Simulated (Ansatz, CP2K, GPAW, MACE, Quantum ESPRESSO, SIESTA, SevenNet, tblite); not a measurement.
# Which run comes nearest? Σ7 (111) twist boundary in CsBr (84 atoms)

The cell holds 84 atoms: 42 Cs and 42 Br. Cell: a = 16.052 Å, b = 16.052 Å, c = 16.126 Å, α = 90.0°, β = 90.0°, γ = 60.0°. It derives from CsBr (CsCl-type). CsCl-type CsBr (a = 4.29 Å); two grains turned against each other by 81.79 deg about [111]; 1 x 1 coincidence cells, 1 lattice periods a grain, two boundaries a cell, upper grain shifted by [0.246, 0] of the boundary cell and opened by 1.98 Å, no atom removed; minimised with a classical potential (one cell length free). Then every atom was moved at random, 0.03 Å r.m.s. a Cartesian component. Regions: lower grain, 42 atoms (21 Cs and 21 Br); upper grain, 42 atoms (21 Cs and 21 Br).

Geometry: as built.

The reference, a calculation:

```
method                                           : Kohn-Sham DFT, PBE, SSSP efficiency 1.3.0 pseudopotentials, plane waves (Quantum ESPRESSO 7.5); sssp-pbe-1.3.0-efficiency, cutoffs 45/360 Ry, Γ point
r.m.s. force component                           : 0.1094 eV/Å
longest force                                    : 0.4922 eV/Å
pressure                                         : 0.8633 GPa
gap (highest filled to lowest empty level) : 3.582 eV
time                                             : 13 min on 4 MPI ranks of Arm Neoverse V2, shared host
CPU time                                         : 50 min
```

Runs, in no order:
A. CP2K revPBE, PBE potentials, DZVP-MOLOPT-SR, 350/50 Ry, diagonalisation: Kohn-Sham DFT, revPBE, GTH-PBE pseudopotentials, Gaussian and plane waves, DZVP-MOLOPT-SR-GTH, diagonalisation
B. GPAW PBE, plane waves 350 eV: Kohn-Sham DFT, PBE, PAW, plane waves
C. tblite IPEA1-xTB: IPEA1-xTB tight binding, diagonalisation
D. CP2K PBE, DZVP-MOLOPT-SR, 244/50 Ry, diagonalisation: Kohn-Sham DFT, PBE, GTH-PBE pseudopotentials, Gaussian and plane waves, DZVP-MOLOPT-SR-GTH, diagonalisation
E. SIESTA PBE, SZP, shift 0.01 Ry, mesh 300 Ry: Kohn-Sham DFT, PBE, PseudoDojo 0.4.1 norm-conserving pseudopotentials (converted to PSML), numerical atomic orbitals (SZP), diagonalisation

**Question.** Rank the runs by how far their forces lie from the reference's, least first.

B, D, A, E, C.

| run | Δ force, r.m.s. (meV/Å) | share of r.m.s. force (%) | CPU time |
| --- | --- | --- | --- |
| B. GPAW PBE, plane waves 350 eV | 4.01 | 3.66 | 7.3 min |
| D. CP2K PBE, DZVP-MOLOPT-SR, 244/50 Ry, diagonalisation | 19.2 | 17.6 | 9 min |
| A. CP2K revPBE, PBE potentials, DZVP-MOLOPT-SR, 350/50 Ry, diagonalisation | 29.4 | 26.8 | 12 min |
| E. SIESTA PBE, SZP, shift 0.01 Ry, mesh 300 Ry | 69.7 | 63.7 | 3.2 min |
| C. tblite IPEA1-xTB | 155 | 141 | 4.6 s |

Periodic xTB results under one method name differ between programs and library versions. The electronic-structure runs sample only Γ, in a cell whose shortest periodic width is 14 Å.

[Logs are printed without paths, hosts, clocks, repeated set-up lines and the standing remarks that a program may print on its own settings, such as how far it seeks lower states.]

[Hosts, paths, dates, database ids (printed as entryN), source tags and the programs' standing remarks are cut or masked in the printed files.]
